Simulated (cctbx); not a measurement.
## Accept or mend?

Cell a = 6.9010 Å, b = 10.0440 Å, c = 20.9630 Å, α = 90.00°, β = 90.00°, γ = 90.00°; space group Immm (no. 71). The compound is Ba6Bi2Te3S18.

Simulated single-crystal data (cctbx): Mo Kα, λ = 0.71073 Å, to d = 0.77 Å, 70 % of the full sphere, strongest reflection 20000 counts, noise from counting, a 2 % proportional error and a noise floor of 8 counts (s.d.); no absorption.

An anisotropic refinement with weights 1/σ² prints:

```text
Rint 0.032, 973 unique reflections to 0.77 A
cycle     R1     wR2    GooF  max shift (A)
   1  0.1255  0.2251   7.570   0.02738
   3  0.1216  0.2173   7.309   0.00018
final R1 0.1216 wR2 0.2173 GooF 7.309  parameters 43  data/parameter 22.6
atom        x        y        z      Ueq    occ   su(xyz)  su(Uiso or U11)
Bi1    0.50000  0.50000  0.83549   0.0059  1.000  0.00012  0.0011
Ba1    0.00000  0.76348  0.84628   0.0063  1.000  0.00024  0.0012
Ba2    0.50000  0.21514  0.00000   0.0044  1.000  0.00031  0.0016
Te1    0.50000  0.00000  0.82963   0.0072  1.000  0.00018  0.0019
Te2    0.00000  0.50000  0.00000   0.0080  1.000  0.00000  0.0026
S1     0.71630  0.00000  0.90741   0.0158  1.000  0.00177  0.0050
S2     0.21262  0.50000  0.74680   0.0150  1.000  0.00159  0.0047
S3     0.72163  0.00000  0.58194   0.0151  1.000  0.00172  0.0053
S4     0.00000  0.28253  0.00000   0.0214  1.000  0.00202  0.0086
difference map: max 47.05 min -5.54 rms 1.45
Q1    0.0000  0.2722  0.3323    8   47.88  2.29 A from Te1
Q2    0.0000  0.0000  0.3289    4   10.60  0.14 A from Bi1
Q3    0.0000  0.2238  0.1479    8    6.91  0.18 A from Ba1
Q4    0.0000  0.5000  0.3382    4    6.41  0.18 A from Te1
Q5    0.0000  0.5000  0.1635    4    5.14  2.29 A from S3
Q6    0.0000  0.5000  0.0000    2    5.00  0.00 A from Te2
```

**Question.** Can this result stand? If not, what is the likely fault?

Mend it. The fault: an atom left out, S at (1/2, 0.7750, 0.8322). Against the right model at the same level, R1 goes from 0.0150 to 0.1216 and GooF from 0.94 to 7.31 and the top difference peak, 47.9 e/Å³, lies 2.29 Å from Te1. Q1 is the missing atom. With scattering power missing, scale and phases suffer, so peaks may also grow on the heavy atoms.

The compound is Ba6Bi2Te3S18. The right model at the same level gives:

```text
Rint 0.032, 973 unique reflections to 0.77 A
cycle     R1     wR2    GooF  max shift (A)
   1  0.0152  0.0282   0.952   0.00076
   2  0.0150  0.0277   0.935   0.00000
final R1 0.0150 wR2 0.0277 GooF 0.935  parameters 49  data/parameter 19.9
atom        x        y        z      Ueq    occ   su(xyz)  su(Uiso or U11)
Bi1    0.50000  0.50000  0.83531   0.0072  1.000  0.00002  0.0001
Ba1    0.00000  0.76409  0.84632   0.0069  1.000  0.00003  0.0001
Ba2    0.50000  0.21537  0.00000   0.0074  1.000  0.00004  0.0002
Te1    0.50000  0.00000  0.82978   0.0077  1.000  0.00002  0.0002
Te2    0.00000  0.50000  0.00000   0.0083  1.000  0.00000  0.0003
S1     0.71991  0.00000  0.90690   0.0133  1.000  0.00021  0.0006
S2     0.21550  0.50000  0.74591   0.0122  1.000  0.00019  0.0006
S3     0.72300  0.00000  0.58060   0.0133  1.000  0.00020  0.0006
S4     0.50000  0.77489  0.83220   0.0102  1.000  0.00012  0.0006
S5     0.00000  0.28153  0.00000   0.0107  1.000  0.00018  0.0008
difference map: max 1.90 min -1.20 rms 0.26
Q1    0.0000  0.0000  0.5000    2    1.90  2.55 A from S3
Q2    0.2103  0.0000  0.3516    8    1.21  1.49 A from Bi1
Q3    0.0000  0.0000  0.2845    4    1.14  1.07 A from Bi1
Q4    0.0770  0.1765  0.5000    8    1.05  1.21 A from Ba2
Q5    0.2208  0.0000  0.0000    4    1.02  1.99 A from S1
Q6    0.0829  0.2345  0.2825   16    1.02  1.26 A from S4
```

Isotropic U is held between 0.0001 and 1 Å² by the program, and listed peak heights are interpolated, so they can pass the grid's maximum.

This is a model crystal, built by substitution and not relaxed, with assumed displacement parameters.

[Middle refinement cycles are left out of these outputs.]

[Logs are printed without paths, hosts, clocks, repeated set-up lines and the standing remarks that a program may print on its own settings, such as how far it seeks lower states.]
